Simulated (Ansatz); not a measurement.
# S on Ru(0001): change of the work function, part 4 of 4

How does S on the fcc site change the work function of Ru(0001) as the layer fills?

Ansatz 0.2.0; plane-wave DFT, PBE, Ansatz PAW.

So far, work function, upper face (eV): step 2 (the clean slab) 5.05; step 3 (37 atoms, coverage 0.111 ML, cell 3x3) 5.14; step 4 (17 atoms, coverage 0.25 ML, cell 2x2) 5.24.

## Step 5: The covered slab, k-mesh 6×6×1, coverage 0.5 ML

System of this step: S/Ru(0001). The cell holds 18 atoms: 16 Ru and 2 S. Cell: a = 5.400 Å, b = 5.400 Å, c = 26.444 Å, α = 90.0°, β = 90.0°, γ = 60.0°. Vacuum lies along c.

Another coverage, to see how the dipoles act on each other as their distance changes.

input.yaml

```yaml
crystal:
  lattice:
    - [5.4, 0.0, 0.0]
    - [2.7, 4.6765371804, 0.0]
    - [0.0, 0.0, 26.4437756998]
  atoms:
    - { symbol: Ru, position: [0.3333333333, 0.3333333333, 0.3403447413] }
    - { symbol: Ru, position: [0.0, 0.0, 0.4212106519] }
    - { symbol: Ru, position: [0.3333333333, 0.3333333333, 0.502809769] }
    - { symbol: Ru, position: [0.0, 0.0, 0.5816607821] }
    - { symbol: Ru, position: [0.3333333333, 0.8333333333, 0.3403447413] }
    - { symbol: Ru, position: [0.0, 0.5, 0.4212106519] }
    - { symbol: Ru, position: [0.3333333333, 0.8333333333, 0.502809769] }
    - { symbol: Ru, position: [0.0, 0.5, 0.5816607821] }
    - { symbol: Ru, position: [0.8333333333, 0.3333333333, 0.3403447413] }
    - { symbol: Ru, position: [0.5, 0.0, 0.4212106519] }
    - { symbol: Ru, position: [0.8333333333, 0.3333333333, 0.502809769] }
    - { symbol: Ru, position: [0.5, 0.0, 0.5816607821] }
    - { symbol: Ru, position: [0.8333333333, 0.8333333333, 0.3403447413] }
    - { symbol: Ru, position: [0.5, 0.5, 0.4212106519] }
    - { symbol: Ru, position: [0.8333333333, 0.8333333333, 0.502809769] }
    - { symbol: Ru, position: [0.5, 0.5, 0.5816607821] }
    - { symbol: S, position: [0.1666666667, 0.1666666667, 0.6596552587] }
    - { symbol: S, position: [0.6666666667, 0.1666666667, 0.6596552587] }
kpoints:
  mp_grid: { grid: [6, 6, 1] }
hamiltonian:
  xc: pbe
scf:
  occupations: { method: fermi_dirac, width: 0.1 }
  convergence: { dr2_threshold: 1.0e-08 }
efield:
  axis: 3
  dipole_correction: true
  ramp_position: 0.97
  ramp_width: 0.06
relax:
  f_tol: 0.02
  max_steps: 60
  constraints: [{ sites: [0, 1, 4, 5, 8, 9, 12, 13] }]
output:
  dos: { projected: true, e_range: [-8, 4] }
  write_potential: true
  write_density: true
  volumetric_format: npy
  elf: true
```

Run with:

```sh
> ansatz run input.yaml --threads 4 --pin off --max-ram 16384MiB --backend cpu --events-out ev --progress --plain --runs-dir out
```

Numbers of over 12 decimals in the logs are rounded to 6 here.

The program printed:

```text
[...]
Crystal: 18 atoms, lattice volume = 667.793 Å³
Basis set: ecut = 420 eV, 12971 PW (Γ), exchange–correlation on 80×80×360 points (8 copies of the dense FFT grid, shifted against one another)
Bands: 161, of which v1, the nominal top of the filled ones, is band 134 counted from 1 (133 counted from 0)
Symmetry: 4 space group operations
[...]
- { symbol: Ru, position: [0.833333, 0.8333333333, 0.340345] }
    - { symbol: Ru, position: [0.500000, 0.5, 0.4212106519] }
    - { symbol: Ru, position: [0.832513, 0.834974, 0.500862] }
    - { symbol: Ru, position: [0.499495, 0.501010, 0.582592] }
    - { symbol: S, position: [0.157843, 0.184314, 0.649869] }
    - { symbol: S, position: [0.657843, 0.184314, 0.649869] }
[key lines of the parts left out:]
SCF converged after 6 iterations
Free energy (F): -95858.676908 eV
Fermi energy:    5.004399 eV
Dipole field:    D = 0.004775 V/Å  (p = 0.017623 e·Å, saw-weighted, corrected)
Work function:   Φ+ = 4.9210 eV   Φ− = 5.0473 eV
```

Elapsed: 5.6 min, on 4 threads of Arm Neoverse V1, shared host; peak memory 3 GiB.

The steps of the relaxation:

```csv
step,energy less that of the first step (eV),largest force component (eV/Å)
1,0.0000,1.9796
2,-0.7744,0.9186
3,-0.9087,0.4728
4,-0.9417,0.1033
5,-0.9461,0.0404
6,-0.9462,0.0370
7,-0.9463,0.0139
```

Forces are held to the 4 operations that the run works with; a distortion that breaks them can't arise in this run.

The atoms that moved most (Å):

```
atom     dx     dy      dz  length
 S18  0.000  0.083  -0.259   0.272
 S17  0.000  0.083  -0.259   0.272
 Ru4  0.000  0.012   0.116   0.117
Ru12  0.000  0.012   0.116   0.117
Ru15  0.000  0.008  -0.051   0.052
 Ru7  0.000  0.008  -0.051   0.052
Ru16  0.000  0.005   0.025   0.025
 Ru8  0.000  0.005   0.025   0.025
```

Final coordinates:

```
Ru S
1.0
     5.40000    0.00000    0.00000
     2.70000    4.67654    0.00000
     0.00000    0.00000   26.44378
Ru S
16 2
Cartesian
  2.7000 1.5588 9.0000
  0.0000 0.0000 11.1384
  2.7000 1.5609 13.3131
  0.0000 0.0124 15.4977
  4.0500 3.8971 9.0000
  1.3500 2.3383 11.1384
  4.0500 3.9048 13.2447
  1.3500 2.3430 15.4059
  5.4000 1.5588 9.0000
  2.7000 0.0000 11.1384
  5.4000 1.5609 13.3131
  2.7000 0.0124 15.4977
  6.7500 3.8971 9.0000
  4.0500 2.3383 11.1384
  6.7500 3.9048 13.2447
  4.0500 2.3430 15.4059
  1.3500 0.8620 17.1850
  4.0500 0.8620 17.1850
```

The density of states has structure finer than the step of the table below, so its rows give means over 0.25 eV, whole bins alone (the curve runs from -8 to 1.98 eV). Peaks (eV: height): -5.260: 35.5, -4.030: 38.1, -2.830: 36.4, -2.140: 38.6, -2.020: 37.4, 0.660: 39.1, 1.320: 34.1.

Density of states against energy, zero at the Fermi level; means over each step:

energy (eV), density of states (states/eV a cell) and a bar:
```
    -7.75        0.0 
    -7.50        0.3 
    -7.25        1.6 #
    -7.00        3.0 ###
    -6.75        2.4 ##
    -6.50        3.5 ###
    -6.25        5.7 #####
    -6.00       11.5 ##########
    -5.75       19.9 ##################
    -5.50       22.0 ####################
    -5.25       26.1 #######################
    -5.00       22.1 ####################
    -4.75       19.6 ##################
    -4.50       21.3 ###################
    -4.25       15.8 ##############
    -4.00       22.9 #####################
    -3.75       21.7 ###################
    -3.50       21.3 ###################
    -3.25       20.1 ##################
    -3.00       19.3 #################
    -2.75       28.9 ##########################
    -2.50       23.9 #####################
    -2.25       24.7 ######################
    -2.00       33.5 ##############################
    -1.75       23.6 #####################
    -1.50       23.5 #####################
    -1.25       19.3 #################
    -1.00       21.3 ###################
    -0.75       18.5 #################
    -0.50       18.1 ################
    -0.25       17.4 ################
     0.00       16.8 ###############
     0.25       18.1 ################
     0.50       19.8 ##################
     0.75       25.2 #######################
     1.00       25.4 #######################
     1.25       25.5 #######################
     1.50       23.9 #####################
     1.75       16.0 ##############
```

The relaxation took 7 steps and lowered the energy by 0.95 eV; the largest force on the free atoms ends at 0.014 eV/Å.

The covered face has 4.92 eV, -0.12 eV against the clean one; the bare back face has moved by -0.03 eV, a measure of how thin the slab is.

## Step 6: The covered slab, k-mesh 12×12×1, coverage 1 ML

System of this step: S/Ru(0001). The cell holds 5 atoms: 4 Ru and 1 S. Its edges and angles: a = 2.700 Å, b = 2.700 Å, c = 26.444 Å, α = 90.0°, β = 90.0°, γ = 60.0°. Vacuum lies along c.

Another coverage, to see how the dipoles act on each other as their distance changes.

input.yaml, the sections that differ from step 5:

```yaml
crystal:
  lattice:
    - [2.7, 0.0, 0.0]
    - [1.35, 2.3382685902, 0.0]
    - [0.0, 0.0, 26.4437756998]
  atoms:
    - { symbol: Ru, position: [0.6666666667, 0.6666666667, 0.3403447413] }
    - { symbol: Ru, position: [0.0, 0.0, 0.4212106519] }
    - { symbol: Ru, position: [0.6666666667, 0.6666666667, 0.502809769] }
    - { symbol: Ru, position: [0.0, 0.0, 0.5816607821] }
    - { symbol: S, position: [0.3333333333, 0.3333333333, 0.6596552587] }
kpoints:
  mp_grid: { grid: [12, 12, 1] }
relax:
  f_tol: 0.02
  max_steps: 60
  constraints: [{ sites: [0, 1] }]
output:
  write_potential: true
  write_density: true
  volumetric_format: npy
# hamiltonian, scf, efield: as in step 5
```

The program printed:

```text
[...]
Crystal: 5 atoms, lattice volume = 166.948 Å³
Basis set: ecut = 420 eV, 3311 PW (Γ), exchange–correlation on 40×40×360 points (8 copies of the dense FFT grid, shifted against one another)
Bands: 42, of which v1, the nominal top of the filled ones, is band 35 counted from 1 (34 counted from 0)
Symmetry: 6 space group operations
[...]
--- Relaxed structure (5 steps of the walk, 5 accepted, 0 SCFs on fresh bases) ---
  F+E_penalty+E_count = -24415.43472645 eV   max|allowed force component| = 1.827e-2 eV/Å
  atoms:
    - { symbol: Ru, position: [0.666667, 0.666667, 0.340345] }
[...]
- { symbol: Ru, position: [0.666667, 0.666667, 0.501745] }
[...]
- { symbol: S, position: [0.333333, 0.333333, 0.653902] }
[key lines of the parts left out:]
SCF converged after 8 iterations
Free energy (F): -24415.434726 eV
Fermi energy:    5.820942 eV
Dipole field:    D = 0.024537 V/Å  (p = 0.022639 e·Å, saw-weighted, corrected)
Work function:   Φ+ = 4.4870 eV   Φ− = 5.1359 eV
```

The job ended after 20 s (4 threads; peak memory 0.5 GiB; 76 s of CPU time).

The steps of the relaxation:

| step | energy less that of the first step (eV) | largest force component (eV/Å) |
| --- | --- | --- |
| 1 | 0.0000 | 1.7969 |
| 2 | -0.1958 | 1.1626 |
| 3 | -0.2206 | 1.4912 |
| 4 | -0.2865 | 0.4069 |
| 5 | -0.3003 | 0.0183 |

Forces are held to the 6 operations that the run works with; a distortion that breaks them can't arise in this run.

The atoms that moved most (Å):

| atom | dx | dy | dz | length |
| --- | --- | --- | --- | --- |
| Ru4 | 0.000 | 0.000 | 0.159 | 0.159 |
| S5 | 0.000 | 0.000 | -0.152 | 0.152 |
| Ru3 | 0.000 | 0.000 | -0.028 | 0.028 |

The relaxed structure:

```xyz
5
Lattice="2.7000 0.0000 0.0000 1.3500 2.3383 0.0000 0.0000 0.0000 26.4438" Properties=species:S:1:pos:R:3
Ru    2.7000    1.5588    9.0000
Ru    0.0000    0.0000   11.1384
Ru    2.7000    1.5588   13.2680
Ru    0.0000    0.0000   15.5400
S     1.3500    0.7794   17.2916
```

The relaxation took 5 steps and lowered the energy by 0.30 eV; the largest force on the free atoms ends at 0.018 eV/Å.

The covered face has 4.49 eV, -0.56 eV against the clean one; the bare back face has moved by +0.06 eV, a measure of how thin the slab is.

## Step 7: Work function against coverage

This step: plane-wave DFT, PBE, Ansatz PAW; work function against coverage (Ansatz 0.2.0).

The runs are now put side by side.

This step gave:

```yaml
work_function_of_the_clean_face: 5.046 eV
largest_change_of_the_work_function: -0.5587 eV
```

Work function of the covered face against coverage:

```csv
coverage (adsorbates/nm²),work function of the covered face (eV)
0.00,5.05
1.76,5.14
3.96,5.24
7.92,4.92
15.84,4.49
```

The dipole per adsorbate comes from the change of the cell's dipole. Coverage, by row:

```csv
coverage (1/nm²),coverage (ML),work function (eV),change (eV),"dipole per adsorbate, positive end outwards (debye)",mean height of the added atoms over the highest substrate atom (Å)
1.76,0.1111,5.144,0.09876,-0.149,1.73
3.96,0.25,5.239,0.1938,-0.144,1.753
7.92,0.5,4.921,-0.1247,0.032,1.687
15.84,1,4.487,-0.5587,0.104,1.752
```

## Step 8: Summary of results

* work function of the clean face: 5.05 eV
* work function at 0.11 ML: 5.14 eV
* work function at 0.25 ML: 5.24 eV
* work function at 0.5 ML: 4.92 eV
* work function at 1 ML: 4.49 eV
* dipole per adsorbate at 0.11 ML, positive end outwards: -0.15 D

What this shows: At the lowest coverage S changes the work function of Ru(0001) by under 0.15 eV, within the error of so thin a slab; the largest change, -0.56 eV, comes at higher coverage. At the highest coverage the adsorbates are pressed to about 2.7 Å, closer than unbonded atoms of this kind usually come, so a real layer may not reach it. The slab has 4 layers, at the tabulated experimental lattice constant, one starting site was run, and quantum-size effects of a slab this thin can reach one or two tenths of an eV.

[Logs are printed without paths, hosts, clocks, repeated set-up lines and the standing remarks that a program may print on its own settings, such as how far it seeks lower states.]

[Hosts, paths, dates, database ids (printed as entryN), source tags and the programs' standing remarks are cut or masked in the printed files.]

[Maps of the electrostatic potential energy from Ansatz leave out the sawtooth potential of an applied field or a dipole correction, so their vacuum need not be flat; planar profiles and work functions include it.]

[The density of states shown here was stored with 400 of the rows of the run's finer table, so its peaks can read low, often by over a quarter, or be missed, and its means over a window can be off by a tenth or more.]
